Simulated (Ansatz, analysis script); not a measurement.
# Ni3Pt: anisotropy against c/a at fixed volume

How does the magnetocrystalline anisotropy of Ni3Pt follow c/a at fixed volume?

Program: Ansatz 0.2.0. Level of theory: PBEsol, PAW set soft_1 (files made for PBE). Results are calculated unless marked as measured.

### 1. The structure

Symmetry: P4/mmm, No. 123, tetragonal system. The conventional cell has a = 3.727 Å, b = 3.727 Å, c = 3.429 Å, α = 90.00°, β = 90.00°, γ = 90.00°. Ni has 8 Ni at 2.53 to 2.64 Å and 4 Pt at 2.53 Å nearest. Nearest to Ni lie 8 Ni at 2.53 Å and 4 Pt at 2.64 Å. Pt has 12 Ni at 2.53 to 2.64 Å nearest. Farther neighbours are not listed.

The cell comes from the Materials Project, a database of computed structures, and the real compound, where it exists, may take another one.

This is the database's cell with c/a scaled by 0.92 at fixed volume.

### 2. The first member, moments along [001]

A collinear run gave the moments typed here. Each cell is then solved with spin–orbit coupling for two directions of the moments, alike in all else.

File input.yaml:

```yaml
crystal:
  lattice:
    - [3.726721, 0.0, 0.0]
    - [0.0, 3.726721, 0.0]
    - [0.0, 0.0, 3.428583]
  atoms:
    - { symbol: Ni, position: [0.5, 0.0, 0.5], spin: 0.66, spin_axis: [0.0, 0.0, 1.0] }
    - { symbol: Ni, position: [0.0, 0.5, 0.5], spin: 0.66, spin_axis: [0.0, 0.0, 1.0] }
    - { symbol: Ni, position: [0.5, 0.5, 0.0], spin: 0.73, spin_axis: [0.0, 0.0, 1.0] }
    - { symbol: Pt, position: [0.0, 0.0, 0.0], spin: 0.31, spin_axis: [0.0, 0.0, 1.0] }
kpoints:
  mp_grid: { grid: [14, 14, 13] }
hamiltonian:
  xc: pbesol
  noncollinear_xc: locally_collinear
  pseudopotentials: { kind: paw_fr, azcp: { folder: soft_1 }, xc_functional: pbe }
scf:
  occupations: { method: fermi_dirac, width: 0.05 }
  max_iter: 120
  convergence: { dr2_threshold: 1.0e-08 }
  lower_state_search: "off"
basis:
  ecutwfc: 420.0
magnetization:
  noncollinear: true
  spin_orbit: true
output:
  hubbard: { sites: [{ species: Ni, l: d }, { species: Pt, l: d }] }
```

The run is started by

```
$ ansatz run input.yaml --threads 2 --pin off --max-ram 5632MiB --backend cpu --events-out ev --progress --plain --runs-dir out
```

Numbers of over 12 decimals in the logs are rounded to 6 here.

The program printed:

```text
Engine: ansatz 0.2.0, aarch64-unknown-linux-gnu
Pseudopotentials: kind: paw_fr
Pseudopotential: Ni, paw, valence charge 18, recommended cutoff 420 eV (normal), soft_1/Ni.paw.azcp
Pseudopotential: Pt, paw, valence charge 18, recommended cutoff 420 eV (normal), soft_1/Pt.paw.azcp
Functional definition: PBEsol
  exchange = pbesol_x
  correlation = pbesol_c
Crystal: 4 atoms, lattice volume = 47.618 Å³
Basis set: ecut = 420 eV, 939 PW (Γ)
Bands: 88, of which v1, the nominal top of the filled ones, is band 72 counted from 1 (71 counted from 0)
Symmetry: 8 space group operations + 8 with time reversal
Magnetic group: BNS 123.345 (UNI 1005), of the structure as read, at distance tolerance 3.6e-5 Å
k-points: 252 of 2548 (time reversal used)
Projection manifold: j_resolved (fully-relativistic pseudo-atomic orbitals)
Non-local potential: Ni, projectors of the file, resolved by j, l = 0: 3, l = 1: 4, l = 2: 6, l = 3: 2
Non-local potential: Pt, projectors of the file, resolved by j, l = 0: 3, l = 1: 4, l = 2: 4, l = 3: 2
PAW form: soft (Blöchl's): semilocal exchange-correlation on the pseudo side does not see the compensation charge
PAW frozen core: Ni, regenerated for the run's functional, and the local potential with it (the file was generated under x = pbe(κ = 0.804, μ = 0.219515), c = pbe(β = 0.066725))
PAW frozen core: Pt, regenerated for the run's functional, and the local potential with it (the file was generated under x = pbe(κ = 0.804, μ = 0.219515), c = pbe(β = 0.066725))
PAW one-centre angular grid: Ni, 590 points (default); XC on its mesh's 2655 points in the sphere
PAW one-centre angular grid: Pt, 590 points (default); XC on its mesh's 2885 points in the sphere
Initial density: superposition of atomic densities (chi_scale 0.1, normalization cell)
Starting moments: Σ|m| = 2.36 μB on 4 of 4 sites
Initial wavefunctions: pseudopotential atomic-orbital guess
Functional: x = pbesol(κ = 0.804, μ = 0.123457), c = pbesol(β = 0.046)
SCF iter   1: F=—  HF=-29840.457960 eV  |F-HF|=—  |Δ(HF+E_count)|=         —  Δρ=2.77e-1  dr2=5.25e1  dr2_m=9.52e-1  ethr=3.10e-3  |M|=1.07e0 ∫|m|=1.09e0 μB  |m|>n=0.0e0 m-floor=0.0e0 τ_xc=1.1e-48  β_m=0.30  ⟨swp⟩=6.1  Hψ=98430  notcnv=0  defer=570
preconditioner: auto → Kerker (q_TF=auto, 2.923 Å⁻¹)  [metal: Δε(μ)=0.002 eV  Ē_g=8.829 eV  σ=0.050 eV  W_gap=0.01  n_scr=18 (ndim 8)  ℏωp=34.0 eV  f_vac=0.000  D(μ)=5.38/eV (n_scr^D=80)]
spin=Noncollinear: Kerker preconditioning applied to the charge; magnetization (m_x, m_y, m_z) channels mix plain (no charge-response kernel on spin).
[...]
Magnetization: |M| = 2.1211 μB,  M = (+0.0000, -0.0000, +2.1211) μB
Absolute magnetization: 2.3367 μB (∫|m|, with the PAW one-centre terms)
  site 0: m = (-0.0000, +0.0000, +0.6135) μB, |m| = 0.6135 μB  (R = 1.04 Å)
  site 1: m = (+0.0000, -0.0000, +0.6135) μB, |m| = 0.6135 μB  (R = 1.04 Å)
  site 2: m = (-0.0000, -0.0000, +0.6933) μB, |m| = 0.6933 μB  (R = 1.04 Å)
  site 3: m = (+0.0000, +0.0000, +0.2911) μB, |m| = 0.2911 μB  (R = 1.04 Å)
Free energy (F): -29835.448357 eV
Harris-Foulkes:  -29835.448357 eV  (|F-HF|=2.06e-8)
Internal energy: -29835.392327 eV  (E = F + TS)
E sigma→0 (E₀):  -29835.420342 eV
Entropy (-TS):   -0.056031 eV (-14.008 meV/atom)
Fermi energy:    19.571440 eV
--- Per-component energies (eV) ---
  E_band       = -976.952495
  E_kinetic    = 1599.601393
  E_local      = -9763.368047  (includes V_loc(G=0)·N_el)
  E_nonlocal   = -128.074224
  E_hartree    = 5064.359457
  E_xc         = -562.214537
  E_vxc        = -700.321738  (∫ρ·V_xc dr)
  E_paw        = -14244.162171  (= ΣΔE_a)
  E_vpaw       = -2113.508809  (= ΣTr[D̂ρ^β])
  E_aug_tail   = 0.003452  (compensation charges beyond the density's cutoff)
  E_ewald      = -11802.424990
  E_core_change = 0.887341  (= ΣΔE_core)
  E_smearing   = -0.056031  (= −TS)
  E_closure    = -0.000000  (closes the sum)
  Σ components = -29835.448357   (vs F -29835.448357, Δ=0.00e0)
--- Band table (eV; the first three rows and the last of 252) ---
  k-point 0: bands = [... 68 lower, 19.9313, 20.0172, 20.0226, 20.2134, 20.3491, 20.5725, 20.7399, 20.7411, ... 12 higher]
  k-point 1: bands = [... 68 lower, 19.7285, 19.8678, 19.8726, 19.9282, 20.1482, 20.2252, 21.2450, 21.4111, ... 12 higher]
  k-point 2: bands = [... 68 lower, 19.5789, 19.6908, 19.7207, 19.7242, 19.9358, 20.1107, 21.4605, 21.4988, ... 12 higher]
  k-point 251: bands = [... 68 lower, 19.3525, 19.4128, 19.4761, 19.5995, 19.6445, 19.6952, 19.6977, 19.7856, ... 12 higher]
--- Occupation matrices: 4 shells (Löwdin-built; ε = 2.00e-2, provisional) ---
  Ni0 d_3D: site group D2h (mmm)
  Ni0 d_3D spinor Tr n = 8.8260  λ = 0.750 0.785 0.821 0.849 0.900 0.908 0.945 0.946 0.954 0.967  [xz 1.00 (T2g 1.00) E1/2g(1.00) | yz 1.00 (T2g 1.00) E1/2g(1.00) | xy 0.64 (T2g 0.64) E1/2g(1.00) | x2-y2 0.57 (Eg 0.65) E1/2g(1.00) | 2× xz 0.50 (T2g 0.52) E1/2g(1.00) | 4× z2 0.25 (Eg 0.50) E1/2g(1.00)]
  Ni1 d_3D: site group D2h (mmm)
  Ni1 d_3D spinor Tr n = 8.8260  λ = 0.750 0.785 0.821 0.849 0.900 0.908 0.945 0.946 0.954 0.967  [yz 1.00 (T2g 1.00) E1/2g(1.00) | xz 1.00 (T2g 1.00) E1/2g(1.00) | xy 0.64 (T2g 0.64) E1/2g(1.00) | x2-y2 0.57 (Eg 0.65) E1/2g(1.00) | 2× yz 0.50 (T2g 0.52) E1/2g(1.00) | 4× z2 0.25 (Eg 0.50) E1/2g(1.00)]
  Ni2 d_3D: site group D4h (4/mmm)
  Ni2 d_3D spinor Tr n = 8.8217  λ = 0.746 0.782 0.793 0.868 0.880 0.933 0.947 0.950 0.960 0.963  [xy 1.00 (T2g 1.00) E3/2g(1.00) | 2× xz 0.50 (T2g 1.00) E1/2g(0.50) | 2× z2 0.50 (Eg 1.00) E1/2g(0.50) | 5× x2-y2 0.20 (T2g 0.60) E3/2g(0.60)]
  Pt3 d_5D: site group D4h (4/mmm)
  Pt3 d_5D spinor Tr n = 8.9276  λ = 0.809 0.811 0.836 0.869 0.876 0.918 0.937 0.952 0.958 0.962  [2× xy 0.40 (T2g 0.88) E3/2g(1.00) | xz 0.44 (T2g 0.88) E1/2g(1.00) | 2× z2 0.31 (Eg 0.50) E1/2g(0.50) | 5× x2-y2 0.28 (Eg 0.53) E3/2g(0.60)]
  Tr n, λ and their labels are of the run-group-symmetrised matrices; stabiliser: 16 of 32 elements of G0×{1,Θ} (closed), max defect 4.5e-15 at τ = 4.2e-3
[key lines of the parts left out:]
SCF converged after 22 iterations
```

Elapsed: 7.7 min, on 2 threads of Arm Neoverse V1, shared host; peak memory 1.9 GiB.

In the SCF lines HF is the Harris–Foulkes energy and dr2 the Hartree energy of the density residual, in eV; the loop may stop once dr2 is under the threshold and the program's other checks hold. Hψ counts applications of the Hamiltonian.

### 3. The first member, moments along [100]

input.yaml, the sections that differ from step 2:

```yaml
crystal:
  lattice:
    - [3.726721, 0.0, 0.0]
    - [0.0, 3.726721, 0.0]
    - [0.0, 0.0, 3.428583]
  atoms:
    - { symbol: Ni, position: [0.5, 0.0, 0.5], spin: 0.66, spin_axis: [1.0, 0.0, 0.0] }
    - { symbol: Ni, position: [0.0, 0.5, 0.5], spin: 0.66, spin_axis: [1.0, 0.0, 0.0] }
    - { symbol: Ni, position: [0.5, 0.5, 0.0], spin: 0.73, spin_axis: [1.0, 0.0, 0.0] }
    - { symbol: Pt, position: [0.0, 0.0, 0.0], spin: 0.31, spin_axis: [1.0, 0.0, 0.0] }
# kpoints, hamiltonian, scf, basis, magnetization, output: as in step 2
```

The program printed:

```text
[...]
Crystal: 4 atoms, lattice volume = 47.618 Å³
Basis set: ecut = 420 eV, 939 PW (Γ)
Bands: 88, of which v1, the nominal top of the filled ones, is band 72 counted from 1 (71 counted from 0)
Symmetry: 4 space group operations + 4 with time reversal
[...]
k-points: 448 of 2548 (time reversal used)
Projection manifold: j_resolved (fully-relativistic pseudo-atomic orbitals)
[...]
Ni0 d_3D: site group D2h (mmm)
[...]
Ni1 d_3D: site group D2h (mmm)
[...]
Ni2 d_3D: site group D4h (4/mmm)
[...]
Pt3 d_5D: site group D4h (4/mmm)
  Pt3 d_5D spinor Tr n = 8.9271  λ = 0.807 0.814 0.837 0.867 0.886 0.903 0.944 0.952 0.953 0.963  [2× yz 0.43 (T2g 0.91) E3/2g(0.71) | xz 0.46 (T2g 0.86) E3/2g(0.74) | 3× yz 0.27 (T2g 0.55) E3/2g(0.60) | 4× z2 0.32 (Eg 0.58) E3/2g(0.51)]
[...]
[key lines of the parts left out:]
SCF converged after 25 iterations
Magnetization: |M| = 2.1019 μB,  M = (+2.1019, -0.0000, +0.0000) μB
Free energy (F): -29835.447374 eV
Fermi energy:    19.570785 eV
```

Run time: 17 min. Hardware: 2 threads; peak memory 2.9 GiB.

The energy lies 0.983 meV above that of the step before.

### 4. The series

The other members take other factors on c/a at fixed volume, with fractional positions and mesh kept. ΔE = E([100]) − E([001]), so ΔE > 0 favours [001]; 1 meV/Å³ is 160.2 MJ/m³.

| factor on c/a | mesh | ΔE (meV a cell) | K (MJ/m³) | ΔE at zero smearing (meV) | net spin moment (μB) | d orbital moment of the cell, first less second direction (μB) |
| --- | --- | --- | --- | --- | --- | --- |
| 0.92 | 14×14×13 | 0.983 | 3.31 | 1.31 | 2.12 | 0.0261 |
| 0.96 | 14×14×13 | 0.606 | 2.04 | 0.913 | 2.19 | 0.0148 |
| 1.04 | 14×14×13 | -0.412 | -1.39 | -0.468 | 2.19 | -0.0116 |
| 1.08 | 14×14×13 | -0.617 | -2.07 | -0.866 | 2.14 | -0.0218 |
| 1.13 | 14×14×13 | -0.323 | -1.09 | -0.399 | 2.06 | -0.0298 |
| 1.18 | 14×14×13 | 0.243 | 0.818 | 0.389 | 1.99 | -0.0289 |

ΔE is a difference of free energies at a smearing of 0.05 eV.

### 5. Outcome

```
ΔE at 0.92       : 0.983 meV
ΔE at 1.18       : 0.243 meV
most positive ΔE : 0.983 meV at 0.92
```

ΔE runs from -0.617 to 0.983 meV a cell; no line is fitted. The spin–orbit part favours [001] at 0.92, 0.96 and 1.18. ΔE favours [100] at 1.04, 1.08 and 1.13. In some runs the magnetisation had not met its own threshold when the density had. Each point stands on one mesh, whose error is not tested. Magnetic dipole terms are not included. The parent cell is cubic, so ΔE vanishes at factor 1 by symmetry. Only parallel order was typed, so where the real system orders otherwise this state is hypothetical. The atoms were not relaxed. In doubt: the program's search for lower states was switched off, so that the typed alignment is kept; lower states may exist.

[Logs and program files are shortened in this print: banners, set-up blocks, solver, clock and traceback lines can be left out without a mark of their own.]

[Logs are printed without paths, hosts, clocks, repeated set-up lines and the standing remarks that a program may print on its own settings, such as how far it seeks lower states.]

[Hosts, paths, dates, database ids (printed as entryN), source tags and the programs' standing remarks are cut or masked in the printed files.]
